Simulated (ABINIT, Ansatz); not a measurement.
## Sr3BiN (Pm-3m): G0W0 on several meshes in ABINIT

Wanted: mesh dependence and cost of G0W0 for Sr3BiN (Pm-3m).

Calculated with ABINIT 10.8.3; LDA and many-body steps on it, plane waves.

**1. The structure**

The structure is cubic, space group Pm-3m (No. 221). The conventional cell has a = 5.235 Å, b = 5.235 Å, c = 5.235 Å, α = 90.00°, β = 90.00°, γ = 90.00°. Nearest to Sr lie 2 N at 2.62 Å. Bi has 12 Sr at 3.70 Å nearest. N has 6 Sr at 2.62 Å nearest. Farther neighbours and most contacts between anions are not listed.

The cell and positions are those that the Materials Project relaxed with its own functionals (PBE, PBE+U or r2SCAN), kept fixed. Spin-orbit coupling is left out unless a step names it.

**2. Empty states on the mesh, 2×2×2 mesh, 501 bands**

This step: ABINIT 10.8.3; DFT, LDA, plane waves, norm-conserving pseudopotentials.

The sums over transitions need many empty states on a uniform mesh; this step solves for them.

File run.abi:

```
acell 3*1.0 Angstrom
rprim 
  5.234939930000 0.000000000000 0.000000000000
  0.000000000000 5.234939930000 0.000000000000
  0.000000000000 0.000000000000 5.234939930000
ntypat 3
znucl 38 83 7
natom 5
typat 1 1 1 2 3
xred 
  0.500000000000 0.500000000000 0.000000000000
  0.000000000000 0.500000000000 0.500000000000
  0.500000000000 0.000000000000 0.500000000000
  0.000000000000 0.000000000000 0.000000000000
  0.500000000000 0.500000000000 0.500000000000
pp_dirpath "pseudos"
pseudos "Sr.upf, Bi.upf, N.upf"
ecut 36
ngkpt 2 2 2
nshiftk 1
shiftk 0 0 0
kptopt 1
chksymbreak 0
iscf -2
irdden 1
istwfk *1
nband 501
nbdbuf 44
tolwfr 1e-09
nstep 60
prtvol 0
indata_prefix "in"
outdata_prefix "out"
tmpdata_prefix "tmp"
```

The run is started by

```bash
OMP_NUM_THREADS=1 mpirun -n 8 abinit run.abi > log
```

Numbers of over 12 decimals in the logs are rounded to 6 here.

The program printed:

```text
.Version 10.8.3 of ABINIT. v10.8.2 released Aug 2026.

 Symmetries : space group Pm -3 m (#221); Bravais cP (primitive cubic)
[... echo of the input left out ...]
== DATASET  1 ==================================================================
-   mpi_nproc: 8, omp_nthreads: 1 (-1 if OMP is not activated)
-    --> not optimal distribution: autoparal keyword recommended in input file <--

--- !DatasetInfo
iteration_state: {dtset: 1, }
dimensions: {natom: 5, nkpt: 4, mband: 501, nsppol: 1, nspinor: 1, nspden: 1, mpw: 10026, }
cutoff_energies: {ecut:  36.0, pawecutdg:  -1.0, }
[...]
4.37902    4.37902    4.39060    4.39060    4.39060    4.40723    4.40723    4.40723
   4.40943    4.41428    4.41428    4.44082    4.51238    4.51270    4.51704    4.51720
   4.51778    4.55632    4.55843    4.56404    4.58814
 prteigrs : prtvol=0 or 1, do not print more k-points.

== END DATASET(S) ==============================================================
================================================================================

 -outvars: echo values of variables after computation  --------
            nband         501
             nkpt           4
          spgroup         221
 [... the other variables as echoed above ...]

 Calculation completed.
```

The job ended after 7.9 min (8 MPI ranks of Arm Neoverse V1, shared host; peak memory 1 GiB; 63 min of CPU time).

Numbers from this step:

```yaml
gap: 0.2585 eV
k_of_the_valence_top: 0, 0, 0
k_of_the_conduction_bottom: 0, 0, 0
least_direct_gap: 0.2585 eV
k_points_computed: 4
lowest_point_of_the_top_converged_band_above_the_valence_top: 109.1438 eV
```

On this mesh the gap is 0.259 eV.

The density comes from a self-consistent run that is not shown.

**3. Screening, 2×2×2 mesh, 203 bands, screening to 141.5 eV**

The RPA dielectric matrix is built and inverted for each q.

This step: RPA screening on LDA, plane waves, norm-conserving pseudopotentials.

run.abi, as its differences from that of step 2:

```diff
@@ -23,10 +23,11 @@
 chksymbreak 0
-iscf -2
-irdden 1
 istwfk *1
-nband 501
-nbdbuf 44
-tolwfr 1e-09
-nstep 60
-prtvol 0
+occopt 1
+irdwfk 1
+optdriver 3
+nband 203
+ecuteps 5.2
+inclvkb 2
+awtr 1
+symchi 1
 indata_prefix "in"
```

The program printed:

```text
.Version 10.8.3 of ABINIT. v10.8.2 released Aug 2026.

 Symmetries : space group Pm -3 m (#221); Bravais cP (primitive cubic)
[... echo of the input left out ...]
== DATASET  1 ==================================================================
-   mpi_nproc: 8, omp_nthreads: 1 (-1 if OMP is not activated)

--- !DatasetInfo
iteration_state: {dtset: 1, }
dimensions: {natom: 5, nkpt: 4, mband: 203, nsppol: 1, nspinor: 1, nspden: 1, mpw: 10026, }
cutoff_energies: {ecut:  36.0, pawecutdg:  -1.0, }
electrons: {nelect:   5.80000000E+01, charge:   0.00000000E+00, occopt:   1.00000000E+00, tsmear:   1.00000000E-02, }

 SCREENING: Calculation of the susceptibility and dielectric matrices

 Based on a program developped by R.W. Godby, V. Olevano, G. Onida, and L. Reining.
 Incorporated in ABINIT by V. Olevano, G.-M. Rignanese, and M. Torrent.
.Using double precision arithmetic ; gwpc =  8

[... cell and pseudopotentials left out ...]
--------------------------------------------------------------------------------

 ==== K-mesh for the wavefunctions ====
 Number of points in the irreducible wedge :     4
[... list of points left out ...]
 Together with 48 symmetry operations and time-reversal symmetry
 yields     8 points in the full Brillouin Zone.

 ==== Q-mesh for the screening function ====
 Number of points in the irreducible wedge :     4
[... list of points left out ...]
 Together with 48 symmetry operations and time-reversal symmetry
 yields     8 points in the full Brillouin Zone.

 setmesh: FFT mesh size selected  =    40x   40x   40
          total number of points  =        64000

 vcoul_init : cutoff-mode = AUXILIARY_FUNCTION
 q-points for optical limit:   1
     1)      0.000010    0.000020    0.000030

- screening: taking advantage of time-reversal symmetry
- Maximum band index for partially occupied states nbvw = 29
- Remaining bands to be divided among processors   nbcw = 174
- Number of bands treated by each node ~21

 Number of electrons calculated from density =   58.0000; Expected =   58.0000
 average of density, n =  0.059910
 r_s =    1.5854
 omega_plasma =   23.6104 [eV]

 calculating chi0 at frequencies [eV] :
  1    0.000000E+00    0.000000E+00
  2    0.000000E+00    2.361042E+01

--------------------------------------------------------------------------------
  q-point number  1        q = ( 0.000000, 0.000000, 0.000000) [r.l.u.]
--------------------------------------------------------------------------------
[... chi0 elements left out ...]
 For q-point:  0.000010 0.000020 0.000030
  dielectric constant = 763.4577
  dielectric constant without local fields = 877.4763

  Average fulfillment of the sum rule on Im[epsilon] for q-point    1 :     73.36  [%]
[... wings left out ...]
  q-point number  2        q = ( 0.500000, 0.000000, 0.000000) [r.l.u.]
--------------------------------------------------------------------------------
[... chi0 elements left out ...]
  Average fulfillment of the sum rule on Im[epsilon] for q-point    2 :     79.07  [%]

 [... 2 further q-points ...]
```

The job ended after 41 s (8 MPI ranks; peak memory 3 GiB; 5.4 min of CPU time).

This step gave:

```
ε∞ with local fields, on this mesh, along the program's q direction : 763.5
the same without local fields                                       : 877.5
plasma frequency                                                    : 23.61 eV
plane waves in the screening matrix                                 : 515
```

Local fields lower ε∞ by 13 %. The value itself is an artefact of the mesh, where one narrow direct gap carries too much weight.

**4. 2×2×2**

The self-energy is evaluated for the states that the input lists, and the levels follow from it, in one-shot runs by the linearised quasiparticle equation.

This step: G0W0 on LDA, plane waves, norm-conserving pseudopotentials.

run.abi, as its differences from that of step 3:

```diff
@@ -26,8 +26,15 @@
 irdwfk 1
-optdriver 3
+optdriver 4
 nband 203
+gwcalctyp 0
+ecutsigx 36
+symsigma 1
+nkptgw 1
+kptgw 
+  0.0000000000 0.0000000000 0.0000000000
+bdgw 
+  27 31
 ecuteps 5.2
-inclvkb 2
-awtr 1
-symchi 1
+irdscr 1
+ppmodel 1
 indata_prefix "in"
```

The program printed:

```text
.Version 10.8.3 of ABINIT. v10.8.2 released Aug 2026.

 Symmetries : space group Pm -3 m (#221); Bravais cP (primitive cubic)
[... echo of the input left out ...]
== DATASET  1 ==================================================================
-   mpi_nproc: 8, omp_nthreads: 1 (-1 if OMP is not activated)

--- !DatasetInfo
iteration_state: {dtset: 1, }
dimensions: {natom: 5, nkpt: 4, mband: 203, nsppol: 1, nspinor: 1, nspden: 1, mpw: 10026, }
cutoff_energies: {ecut:  36.0, pawecutdg:  -1.0, }
electrons: {nelect:   5.80000000E+01, charge:   0.00000000E+00, occopt:   1.00000000E+00, tsmear:   1.00000000E-02, }

 SIGMA: Calculation of the GW corrections

 Based on a program developped by R.W. Godby, V. Olevano, G. Onida, and L. Reining.
 Incorporated in ABINIT by V. Olevano, G.-M. Rignanese, and M. Torrent.
.Using double precision arithmetic ; gwpc =  8

[... cell and pseudopotentials left out ...]
--------------------------------------------------------------------------------

 ==== K-mesh for the wavefunctions ====
 Number of points in the irreducible wedge :     4
[... list of points left out ...]
 Together with 48 symmetry operations and time-reversal symmetry
 yields     8 points in the full Brillouin Zone.

 ==== Q-mesh for screening function ====
 Number of points in the irreducible wedge :     4
[... list of points left out ...]
 Together with 48 symmetry operations and time-reversal symmetry
 yields     8 points in the full Brillouin Zone.

 vcoul_init : cutoff-mode = AUXILIARY_FUNCTION
 q-points for optical limit:   1
     1)      0.000010    0.000020    0.000030
 setmesh: FFT mesh size selected  =    54x   54x   54
          total number of points  =       157464

 Number of electrons calculated from density =   58.0000; Expected =   58.0000
 average of density, n =  0.059910
 r_s =    1.5854
 omega_plasma =   23.6104 [eV]

 === KS Band Gaps ===
  >>>> For spin  1
   Minimum direct gap =   0.2585 [eV], located at k-point      :   0.0000  0.0000  0.0000
   Fundamental gap    =   0.2585 [eV], Top of valence bands at :   0.0000  0.0000  0.0000
                                       Bottom of conduction at :   0.0000  0.0000  0.0000
 SIGMA fundamental parameters:
 PLASMON POLE MODEL  1
 number of plane-waves for SigmaX                 9939
 number of plane-waves for SigmaC and W            515
 number of plane-waves for wavefunctions          9939
 number of bands                                   203
 number of independent spin polarizations            1
 number of spinorial components                      1
 number of k-points in IBZ                           4
 number of q-points in IBZ                           4
 number of symmetry operations                      48
 number of k-points in BZ                            8
 number of q-points in BZ                            8
 number of frequencies for dSigma/dE                 9
 frequency step for dSigma/dE [eV]                0.25
 number of omega for Sigma on real axis              0
 max omega for Sigma on real axis  [eV]           0.00
 zcut for avoiding poles [eV]                     0.10

 EPSILON^-1 parameters (SCR file):
 dimension of the eps^-1 matrix on file            515
 dimension of the eps^-1 matrix used               515
 number of plane-waves for wavefunctions          9939
 number of bands                                   203
 number of q-points in IBZ                           4
 number of frequencies                               2
 number of real frequencies                          1
 number of imag frequencies                          1

 matrix elements of self-energy operator (all in [eV])

 Perturbative Calculation

--- !SelfEnergy_ee
iteration_state: {dtset: 1, }
kpoint     : [   0.000,    0.000,    0.000, ]
spin       : 1
KS_gap     :    0.259
QP_gap     :    0.470
Delta_QP_KS:    0.212
data: !SigmaeeData |
     Band     E0 <VxcDFT>   SigX SigC(E0)      Z dSigC/dE  Sig(E)    E-E0       E
       27   6.971 -14.528 -17.047   2.775   0.750  -0.334 -14.336   0.192   7.162
       28   6.971 -14.528 -17.047   2.775   0.750  -0.334 -14.336   0.192   7.162
       29   6.971 -14.528 -17.047   2.775   0.750  -0.334 -14.336   0.192   7.162
       30   7.229  -8.597  -4.130  -3.969   0.810  -0.234  -8.194   0.404   7.633
       31   7.229  -8.597  -4.130  -3.969   0.810  -0.234  -8.194   0.404   7.633

== END DATASET(S) ==============================================================
================================================================================

 -outvars: echo values of variables after computation  --------
           etotal      0.0000000000E+00
            nband         203
             nkpt           4
          spgroup         221
 [... the other variables as echoed above ...]

 Calculation completed.
```

It took 11 s on 8 MPI ranks; peak memory 2.4 GiB; 87 s of CPU time.

This step gave:

```
G0W0 gap on the points computed              : 0.4710 eV
starting gap on the mesh                     : 0.2585 eV
k of the valence top                         : 0, 0, 0
k of the conduction bottom                   : 0, 0, 0
Z at the valence top                         : 0.75
Z at the conduction bottom                   : 0.81
least direct G0W0 gap on the computed points : 0.4710 eV
```

The gap on the mesh goes from 0.26 eV to 0.47 eV, a correction of +0.21 eV.

**5. Empty states on the mesh, 4×4×4 mesh, 223 bands**

This step: DFT, LDA, plane waves, norm-conserving pseudopotentials.

run.abi, as its differences from that of step 4:

```diff
@@ -18,3 +18,3 @@
 ecut 36
-ngkpt 2 2 2
+ngkpt 4 4 4
 nshiftk 1
@@ -23,18 +23,10 @@
 chksymbreak 0
+iscf -2
+irdden 1
 istwfk *1
-occopt 1
-irdwfk 1
-optdriver 4
-nband 203
-gwcalctyp 0
-ecutsigx 36
-symsigma 1
-nkptgw 1
-kptgw 
-  0.0000000000 0.0000000000 0.0000000000
-bdgw 
-  27 31
-ecuteps 5.2
-irdscr 1
-ppmodel 1
+nband 223
+nbdbuf 20
+tolwfr 1e-09
+nstep 60
+prtvol 0
 indata_prefix "in"
```

The program printed:

```text
.Version 10.8.3 of ABINIT. v10.8.2 released Aug 2026.

 Symmetries : space group Pm -3 m (#221); Bravais cP (primitive cubic)
[... echo of the input left out ...]
== DATASET  1 ==================================================================
-   mpi_nproc: 8, omp_nthreads: 1 (-1 if OMP is not activated)
-    --> not optimal distribution: autoparal keyword recommended in input file <--

--- !DatasetInfo
iteration_state: {dtset: 1, }
dimensions: {natom: 5, nkpt: 10, mband: 223, nsppol: 1, nspinor: 1, nspden: 1, mpw: 10026, }
cutoff_energies: {ecut:  36.0, pawecutdg:  -1.0, }
[...]
2.28650    2.28650    2.29943    2.34990    2.34990    2.34990    2.35802    2.37919
   2.37919    2.37919    2.40044    2.40044    2.40044    2.46468    2.47448    2.47450
   2.47938    2.47942    2.54195    2.54435    2.54661    2.55300    2.56078
 prteigrs : prtvol=0 or 1, do not print more k-points.

== END DATASET(S) ==============================================================
================================================================================

 -outvars: echo values of variables after computation  --------
            nband         223
             nkpt          10
          spgroup         221
 [... the other variables as echoed above ...]

 Calculation completed.
```

The job ended after 3.4 min (8 MPI ranks; peak memory 0.92 GiB).

This step gave:

* gap: 0.2585 eV
* k of the valence top: 0, 0, 0
* k of the conduction bottom: 0, 0, 0
* least direct gap: 0.2585 eV
* k points computed: 10
* lowest point of the top converged band, above the valence top: 54.7735 eV

On this mesh the gap is 0.259 eV.

**6. Screening, 4×4×4 mesh, 203 bands, screening to 141.5 eV**

This step: RPA screening on LDA, plane waves, norm-conserving pseudopotentials.

run.abi, as its differences from that of step 5:

```diff
@@ -23,10 +23,11 @@
 chksymbreak 0
-iscf -2
-irdden 1
 istwfk *1
-nband 223
-nbdbuf 20
-tolwfr 1e-09
-nstep 60
-prtvol 0
+occopt 1
+irdwfk 1
+optdriver 3
+nband 203
+ecuteps 5.2
+inclvkb 2
+awtr 1
+symchi 1
 indata_prefix "in"
```

The program printed:

```text
.Version 10.8.3 of ABINIT. v10.8.2 released Aug 2026.

 Symmetries : space group Pm -3 m (#221); Bravais cP (primitive cubic)
[... echo of the input left out ...]
== DATASET  1 ==================================================================
-   mpi_nproc: 8, omp_nthreads: 1 (-1 if OMP is not activated)

--- !DatasetInfo
iteration_state: {dtset: 1, }
dimensions: {natom: 5, nkpt: 10, mband: 203, nsppol: 1, nspinor: 1, nspden: 1, mpw: 10026, }
cutoff_energies: {ecut:  36.0, pawecutdg:  -1.0, }
electrons: {nelect:   5.80000000E+01, charge:   0.00000000E+00, occopt:   1.00000000E+00, tsmear:   1.00000000E-02, }

 SCREENING: Calculation of the susceptibility and dielectric matrices

 Based on a program developped by R.W. Godby, V. Olevano, G. Onida, and L. Reining.
 Incorporated in ABINIT by V. Olevano, G.-M. Rignanese, and M. Torrent.
.Using double precision arithmetic ; gwpc =  8

[... cell and pseudopotentials left out ...]
--------------------------------------------------------------------------------

 ==== K-mesh for the wavefunctions ====
 Number of points in the irreducible wedge :    10
[... list of points left out ...]
 Together with 48 symmetry operations and time-reversal symmetry
 yields    64 points in the full Brillouin Zone.

 ==== Q-mesh for the screening function ====
 Number of points in the irreducible wedge :    10
[... list of points left out ...]
 Together with 48 symmetry operations and time-reversal symmetry
 yields    64 points in the full Brillouin Zone.

 setmesh: FFT mesh size selected  =    40x   40x   40
          total number of points  =        64000

 vcoul_init : cutoff-mode = AUXILIARY_FUNCTION
 q-points for optical limit:   1
     1)      0.000010    0.000020    0.000030

- screening: taking advantage of time-reversal symmetry
- Maximum band index for partially occupied states nbvw = 29
- Remaining bands to be divided among processors   nbcw = 174
- Number of bands treated by each node ~21

 Number of electrons calculated from density =   58.0000; Expected =   58.0000
 average of density, n =  0.059910
 r_s =    1.5854
 omega_plasma =   23.6104 [eV]

 calculating chi0 at frequencies [eV] :
  1    0.000000E+00    0.000000E+00
  2    0.000000E+00    2.361042E+01

--------------------------------------------------------------------------------
  q-point number  1        q = ( 0.000000, 0.000000, 0.000000) [r.l.u.]
--------------------------------------------------------------------------------
[... chi0 elements left out ...]
 For q-point:  0.000010 0.000020 0.000030
  dielectric constant = 114.5113
  dielectric constant without local fields = 119.8934

  Average fulfillment of the sum rule on Im[epsilon] for q-point    1 :     73.47  [%]
[... wings left out ...]
  q-point number  2        q = ( 0.250000, 0.000000, 0.000000) [r.l.u.]
--------------------------------------------------------------------------------
[... chi0 elements left out ...]
  Average fulfillment of the sum rule on Im[epsilon] for q-point    2 :     83.40  [%]

 [... 8 further q-points ...]
```

Elapsed: 5.8 min, on 8 MPI ranks; peak memory 5.9 GiB; 47 min of CPU time.

Numbers from this step:

| Quantity | Value |
| --- | --- |
| ε∞ with local fields, on this mesh, along the program's q direction | 114.5 |
| the same without local fields | 119.9 |
| plasma frequency | 23.61 eV |
| plane waves in the screening matrix | 515 |

[end of part 1 of 2]

[Paths, hosts, dates, memory and timing lines, banners, echoed tables and standing remarks are left out of the program output.]

[Logs are printed without paths, hosts, clocks, repeated set-up lines and the standing remarks that a program may print on its own settings, such as how far it seeks lower states.]

[Runs of the session that timed out or met a known fault of the program may be left out.]

[No measured gap is set beside runs whose start may be inverted or whose files or cutoffs have a known fault.]

[Hosts, paths, dates, database ids (printed as entryN), source tags and the programs' standing remarks are cut or masked in the printed files.]

[G0W0 gaps are taken among the corrected bands and points alone; a level outside them can change the order at an edge.]

[Where Ansatz stands beside ABINIT at settings called matched, ABINIT's density can come from a denser mesh and the files from another edition; pairs whose starting gaps differed by over 0.03 eV were left out, so agreement reads better than it is.]
